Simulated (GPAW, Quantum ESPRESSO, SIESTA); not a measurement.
# Codes compared on C(100)/AlN(10-10) interface (192 atoms)

Wanted: errors and costs of other methods on C(100)/AlN(10-10) interface (192 atoms). A plane-wave run serves as the reference.

Method: Kohn-Sham DFT, PBE, SSSP efficiency 1.3.0 pseudopotentials, plane waves, in Quantum ESPRESSO 7.5.

## (1) Set-up

The cell holds 192 atoms: 136 C, 28 Al and 28 N. Its edges and angles: a = 13.619 Å, b = 7.974 Å, c = 13.873 Å, α = 90.0°, β = 90.0°, γ = 86.1°. It derives from C. Diamond-structure C(100), 4 repeat layers, 17 surface cells, strained +0.26 and -0.02 %; wurtzite AlN(10-10), 2 layers, 7 cells, -0.26 and +0.02 %; outer planes 1.98 Å apart and 2.06 Å at the second interface of the periodic stack; not relaxed, displaced by a Gaussian of 0.02 Å. Then every atom was moved at random, 0.05 Å r.m.s. a Cartesian component. Regions: C, 136 atoms (136 C); AlN, 56 atoms (28 Al and 28 N). The structure's axis is c.

## (2) Reference: Quantum ESPRESSO, plane waves

pw.in reads:

```
&control
  calculation = 'scf'
  pseudo_dir = './pseudo'
  outdir = './tmp'
  disk_io = 'none'
  tprnfor = .true.
  tstress = .true.
/
&system
  ibrav = 0
  nat = 192
  ntyp = 3
  ecutwfc = 60
  ecutrho = 480
  nosym = .true.
  occupations = 'smearing'
  smearing = 'fd'
  degauss = 0.003675
/
&electrons
  conv_thr = 9.6e-07
  electron_maxstep = 100
  mixing_beta = 0.2
  mixing_mode = 'local-TF'
  diagonalization = 'david'
/
ATOMIC_SPECIES
C 12.011 C.upf
Al 26.982 Al.upf
N 14.007 N.upf
CELL_PARAMETERS angstrom
13.61860 0.00000 0.00000
0.54426 7.95561 0.00000
0.00000 0.00000 13.87303
ATOMIC_POSITIONS crystal
C 0.99767 0.00111 0.99425
C 0.84920 0.27100 0.06981
C 0.94860 0.20562 0.13003
C 0.91286 0.06079 0.18657
C 0.82046 0.12762 0.25598
C 0.02738 0.15074 0.31732
C 0.94128 0.20957 0.38219
C 0.90861 0.06128 0.45207
C 0.40826 0.07872 0.00344
C 0.26753 0.32593 0.06781
C 0.34871 0.26428 0.13343
C 0.31979 0.11812 0.19686
[... 176 atom lines left out ...]
Al 0.83966 0.57146 0.78643
N 0.87553 0.75571 0.84301
Al 0.77006 0.92766 0.84342
N 0.65742 0.83097 0.79041
K_POINTS gamma
```

The run is started by

```sh
$ OMP_NUM_THREADS=1 mpirun -np 4 pw.x -in pw.in > output.txt
```

The program printed:

```text
Program PWSCF
     gamma-point specific algorithms are used
     one sub-group per band group will be used
     scalapack distributed-memory algorithm (size of sub-group:  2*  2 procs)
     Parallelization info
     sticks:   dense  smooth     PW     G-vecs:    dense   smooth      PW
     Min        3694    1848    460               450349   159228   19900
     Max        3695    1850    462               450354   159230   19910
     Sum       14777    7397   1845              1801407   636917   79625
     bravais-lattice index     =            0
     lattice parameter (alat)  =      25.7354  a.u.
     unit-cell volume          =   10143.1740 (a.u.)^3
     number of atoms/cell      =          192
     number of atomic types    =            3
     number of electrons       =       768.00
[... lines left out ...]
     scf convergence threshold =      9.6E-07
[... lines left out ...]
     number of k points=     1  Fermi-Dirac smearing, width (Ry)=  0.0037
[... lines left out ...]
     total energy              =   -4177.68147022 Ry
[... lines left out ...]
     total energy              =   -4171.29631413 Ry
[... lines left out ...]
     total energy              =   -4173.88785167 Ry
[... lines left out ...]
     total energy              =   -4173.70763728 Ry
[... lines left out ...]
     total energy              =   -4173.70763732 Ry
[... lines left out ...]
    -9.5342  -9.4022  -9.2628  -9.1986  -9.1395  -9.0494  -8.4373  -8.2991
    -8.1265  -8.0044  -7.9557  -7.7959  -7.7021  -7.6600  -7.6308  -7.5714
[...]
15.0259  15.0729  15.0765  15.1327  15.1555  15.2417  15.2688  15.2935
    15.3279  15.4005  15.4142  15.4448  15.4940  15.5076  15.5451  15.5810
    15.6027  15.6752  15.6998  15.7191  15.7766
     the Fermi energy is     9.7424 ev
!    total energy              =   -4173.70763711 Ry
     estimated scf accuracy    <       0.00000055 Ry
     smearing contrib. (-TS)   =      -0.01904882 Ry
     internal energy E=F+TS    =   -4173.68858830 Ry
     The total energy is F=E-TS. E is the sum of the following terms:
     one-electron contribution =   -1758.90931503 Ry
     hartree contribution      =    1383.32294380 Ry
     xc contribution           =    -856.17615381 Ry
     ewald contribution        =   -1132.15397013 Ry
     one-center paw contrib.   =   -1809.77209313 Ry
     convergence has been achieved in  23 iterations
     Forces acting on atoms (cartesian axes, Ry/au):
     atom    1 type  1   force =     0.03220300    0.10163790    0.03757582
     atom    2 type  1   force =     0.06105786   -0.03510194   -0.18252249
     atom    3 type  1   force =    -0.14747323    0.01672343   -0.08024841
[...]
atom  191 type  2   force =    -0.04756543   -0.09226609    0.11236414
     atom  192 type  3   force =     0.03701224   -0.03112613   -0.03895176
     Total force =     1.938079     Total SCF correction =     0.002049
     Computing stress (Cartesian axis) and pressure
          total   stress  (Ry/bohr**3)                   (kbar)     P=      -21.82
  -0.00013455  -0.00003944  -0.00003039          -19.79       -5.80       -4.47
  -0.00003944   0.00021170  -0.00006119           -5.80       31.14       -9.00
  -0.00003039  -0.00006119  -0.00052204           -4.47       -9.00      -76.80
     Message from routine punch:
     Nothing written, as per user request (disk_io='none')
```

Wall time 13 min (4 MPI ranks of Arm Neoverse V2, shared host); peak memory 8.2 GiB; 51 min of CPU time.

Banners, paths, timers and routine set-up lines are dropped from the logs unmarked, and long logs keep their key lines alone; longer cuts are marked.

Numbers from this run:

```
r.m.s. force component : 2.076 eV/Å
longest force          : 8.026 eV/Å
pressure               : -2.182 GPa
```

## (3) Structure statistics

Density 3.07 g/cm³, 7.829 Å³ an atom.

g(r), total and by pair (bins of 0.2 Å):

| r (Å) | total | C-C | C-Al | C-N | Al-Al | Al-N | N-N |
| --- | --- | --- | --- | --- | --- | --- | --- |
| 1.30 | 0.10 | 0.20 | 0.00 | 0.00 | 0.00 | 0.00 | 0.00 |
| 1.50 | 2.44 | 4.86 | 0.00 | 0.00 | 0.00 | 0.00 | 0.00 |
| 1.70 | 0.81 | 1.39 | 0.00 | 0.00 | 0.00 | 2.69 | 0.00 |
| 1.90 | 0.71 | 0.00 | 0.00 | 0.00 | 0.00 | 16.65 | 0.00 |
| 2.10 | 0.15 | 0.00 | 0.18 | 0.21 | 0.00 | 1.68 | 0.00 |
| 2.30 | 0.19 | 0.23 | 0.18 | 0.18 | 0.00 | 0.00 | 0.00 |
| 2.50 | 2.92 | 5.67 | 0.20 | 0.15 | 0.00 | 0.00 | 0.00 |
| 2.70 | 0.59 | 1.08 | 0.10 | 0.11 | 0.00 | 0.00 | 0.00 |
| 2.90 | 1.94 | 3.32 | 0.34 | 0.41 | 2.96 | 0.34 | 2.08 |
| 3.10 | 1.62 | 1.37 | 0.34 | 0.36 | 16.40 | 1.81 | 16.95 |
| 3.30 | 0.24 | 0.03 | 0.42 | 0.43 | 0.88 | 0.07 | 1.18 |
| 3.50 | 0.85 | 1.14 | 0.35 | 0.34 | 0.00 | 3.15 | 0.00 |
| 3.70 | 0.87 | 0.89 | 0.45 | 0.39 | 0.00 | 5.76 | 0.00 |
| 3.90 | 1.18 | 1.96 | 0.49 | 0.46 | 0.00 | 0.00 | 0.00 |
| 4.10 | 0.34 | 0.22 | 0.48 | 0.60 | 0.00 | 0.00 | 0.09 |
| 4.30 | 1.65 | 2.42 | 0.58 | 0.50 | 2.60 | 2.68 | 2.02 |
| 4.50 | 1.26 | 1.92 | 0.43 | 0.46 | 0.77 | 1.81 | 1.24 |
| 4.70 | 1.18 | 1.54 | 0.62 | 0.60 | 0.00 | 3.69 | 0.00 |
| 4.90 | 0.58 | 0.36 | 0.74 | 0.70 | 0.88 | 1.46 | 0.87 |
| 5.10 | 0.96 | 1.34 | 0.57 | 0.65 | 1.00 | 0.00 | 0.84 |
| 5.30 | 1.47 | 1.96 | 0.69 | 0.73 | 4.38 | 0.00 | 4.57 |
| 5.50 | 0.71 | 0.71 | 0.69 | 0.65 | 1.44 | 0.27 | 1.39 |
| 5.70 | 1.36 | 1.78 | 0.88 | 0.88 | 0.78 | 2.06 | 0.32 |
| 5.90 | 0.92 | 0.65 | 0.86 | 0.85 | 4.00 | 1.52 | 4.56 |
| 6.10 | 0.58 | 0.29 | 0.88 | 0.93 | 0.78 | 0.63 | 0.73 |
| 6.30 | 0.98 | 1.15 | 0.80 | 0.84 | 0.51 | 1.18 | 0.43 |
| 6.50 | 0.93 | 0.88 | 0.97 | 0.89 | 0.00 | 2.55 | 0.00 |
| 6.70 | 1.62 | 2.33 | 1.03 | 1.03 | 0.17 | 0.58 | 0.03 |

Bonds by pair of elements; cutoffs follow the first minimum of g(r), held within bounds set by covalent radii, and pairs that aren't listed don't count as bonded (cutoffs were set anew for this text, so counts can differ from the run's own analysis):

| pair A-B | cutoff (Å) | bonds | mean length (Å) | spread (Å) | shortest (Å) | B about A | A about B |
| --- | --- | --- | --- | --- | --- | --- | --- |
| C-C | 1.85 | 238 | 1.55 | 0.071 | 1.36 | 3.5 | 3.5 |
| C-Al | 2.62 | 19 | 2.33 | 0.161 | 2.05 | 0.14 | 0.679 |
| Al-N | 2.43 | 98 | 1.89 | 0.072 | 1.72 | 3.5 | 3.5 |

How many atoms have how many bonded neighbours:

| element | mean | 2 | 3 | 4 | 5 |
| --- | --- | --- | --- | --- | --- |
| Al | 4.18 | 0 | 0 | 23 | 5 |
| C | 3.64 | 15 | 19 | 102 | 0 |
| N | 3.5 | 0 | 14 | 14 | 0 |

Rings of the network by King's shortest-path rule, up to 12 atoms, one path for each pair of neighbours; H, halogens, alkali and alkaline-earth atoms are left out, and the last column divides by all other atoms, bonded or not:

| ring size (atoms) | rings | per network atom |
| --- | --- | --- |
| 4 | 2 | 0.01 |
| 6 | 255 | 1.33 |
| 8 | 48 | 0.25 |
| 10 | 23 | 0.12 |

## (4) What was run beside it

The programs:
- GPAW 26.7.0: PAW with atomic orbitals (LCAO), plane waves or a real-space grid of spacing h.
- SIESTA 5.4.2: numerical atomic orbitals, whose automatically made sets are far from complete, with PseudoDojo norm-conserving potentials that we converted to its format (checked against plane waves on the same files for H, C, O, Si, Ge and Ca alone); labels give functional, basis size, energy shift and mesh cutoff.

All use the same cell and atoms; the electronic-structure runs use the same k-mesh, and an electronic temperature of 580 K (0.05 eV) where levels are smeared.

Differences are against the plane-wave reference, forces as r.m.s. over components; share is that over the reference's r.m.s. force, slope the least-squares factor from reference forces to these. Total energies of different programs have different zeros and aren't compared.

| run | Δ force, r.m.s. (meV/Å) | share (%) | slope | Δ pressure (GPa) | cores | CPU time | memory (GiB) |
| --- | --- | --- | --- | --- | --- | --- | --- |
| reference | - | - | - | - | 4 | 51 min | 8.2 |
| GPAW PBE, LCAO dzp, h 0.16 Å | 155 | 7.46 | 1.039 | - | 4 | 47 min | 6.1 |
| GPAW PBE, LCAO dzp, h 0.18 Å | 156 | 7.50 | 1.039 | - | 4 | 40 min | 5.3 |
| GPAW PBE, LCAO dzp, h 0.18 Å, other mixer settings | 156 | 7.49 | 1.039 | - | 4 | 40 min | 5.2 |
| GPAW PBE, grid h 0.24 Å (coarse) | 803 | 38.7 | 1.009 | - | 4 | 21 min | 2.5 |
| GPAW revPBE, LCAO dzp, h 0.18 Å | 185 | 8.90 | 1.044 | - | 4 | 41 min | 5.3 |
| SIESTA PBE, DZ, shift 0.01 Ry, mesh 500 Ry (coarse) | 367 | 17.7 | 1.104 | 9.77 | 4 | 12 min | 3.0 |
| SIESTA PBE, DZP, shift 0.005 Ry, mesh 500 Ry | 205 | 9.88 | 1.054 | 4.53 | 4 | 68 min | 6.6 |
| SIESTA PBE, DZP, shift 0.01 Ry, mesh 500 Ry | 192 | 9.25 | 1.054 | 4.62 | 4 | 43 min | 5.2 |

Rows marked coarse were listed beforehand as settings not expected to be converged; some can still land near the reference.

CPU time is summed over cores on a shared host, where runs went side by side, so it is rough. Symmetry, cutoffs, thresholds, outputs and thread counts weren't matched or tuned between programs; memory under MPI is the largest rank's times the ranks.

Runs without a result: QE PBE+D3(BJ), sssp-1.3.0-efficiency, 60/480 Ry (cut off at its time limit of 9.2 min).

Within one program, basis, potentials and functional, energies share a zero. Each run against its twin at the usual cutoff or grid and solver:

| run | twin | Δ energy (meV/atom) | Δ force, r.m.s. (meV/Å) | CPU time over the twin's |
| --- | --- | --- | --- | --- |
| GPAW PBE, LCAO dzp, h 0.16 Å | LCAO dzp, h 0.18 Å | -26.7 | 16.7 | 1.2 |
| GPAW PBE, LCAO dzp, h 0.18 Å, other mixer settings | LCAO dzp, h 0.18 Å | 0 | 7.95 | 1.0 |

## (5) What came out

```
reference r.m.s. force component                       : 2.08 eV/Å
nearest in forces                                      : a tie at 7.5 % of 3 runs: GPAW PBE, LCAO dzp, h 0.16 Å; GPAW PBE, LCAO dzp, h 0.18 Å; GPAW PBE, LCAO dzp, h 0.18 Å, other mixer settings
farthest in forces                                     : GPAW PBE, grid h 0.24 Å (coarse), 39 %
cheapest electronic-structure run beside the reference : SIESTA PBE, DZ, shift 0.01 Ry, mesh 500 Ry, 12 min of CPU time
```

The PBE runs in local orbitals, coarse settings apart, differ by 7.5 % (GPAW PBE, LCAO dzp, h 0.16 Å) to 9.9 % (SIESTA PBE, DZP, shift 0.005 Ry, mesh 500 Ry); basis, grid and potentials can all enter. Rows with another functional or a dispersion term differ by 8.9 % (GPAW revPBE, LCAO dzp, h 0.18 Å), which mixes the change of model with differences of basis and potentials. Runs with settings chosen to be coarse differ by 18 % (SIESTA PBE, DZ, shift 0.01 Ry, mesh 500 Ry) to 39 % (GPAW PBE, grid h 0.24 Å), their programs' other errors included. Of the electronic-structure runs that take under half the reference's CPU time, SIESTA PBE, DZ, shift 0.01 Ry, mesh 500 Ry comes nearest, at 18 % in 12 min against 51 min; its pressure misses by +9.8 GPa. SIESTA PBE, DZ, shift 0.01 Ry, mesh 500 Ry stiffens the forces by a factor of 1.10 while following their directions (correlation 0.992); the slopes of the 3 SIESTA runs lie between 1.05 and 1.10. In pressure, SIESTA PBE, DZ, shift 0.01 Ry, mesh 500 Ry misses by +9.8 GPa, at the same functional. In the reference: levels near the Fermi energy are neither full nor empty under the smearing, so no gap is quoted. In the reference: By these cutoffs 82 % of Al atoms have 4, 75 % of C atoms have 4 and 50 % of N atoms have 3 and as many 4 bonded neighbours. The reference's pressure holds the uncorrected Pulay stress of its 60 Ry basis, so small pressure differences, and their order, may be the reference's own error. The reference's stress is far from hydrostatic: its diagonal is -2.0, 3.1, -7.7 GPa, compression counted positive. The host structure and its lattice constant were typed by rule, without a check against the phase diagram. The reference's pressure of -2.2 GPa belongs to a cell and atoms that aren't relaxed at this level. The electronic-structure runs sample only Γ, in a cell whose shortest periodic width is 8 Å, which is coarse for a cell with partly filled levels.

[Also dropped from logs without a mark: logging warnings of Python, and SIESTA's first energy breakdown and zero terms.]

[Logs are printed without paths, hosts, clocks, repeated set-up lines and the standing remarks that a program may print on its own settings, such as how far it seeks lower states.]

[Hosts, paths, dates, database ids (printed as entryN), source tags and the programs' standing remarks are cut or masked in the printed files.]
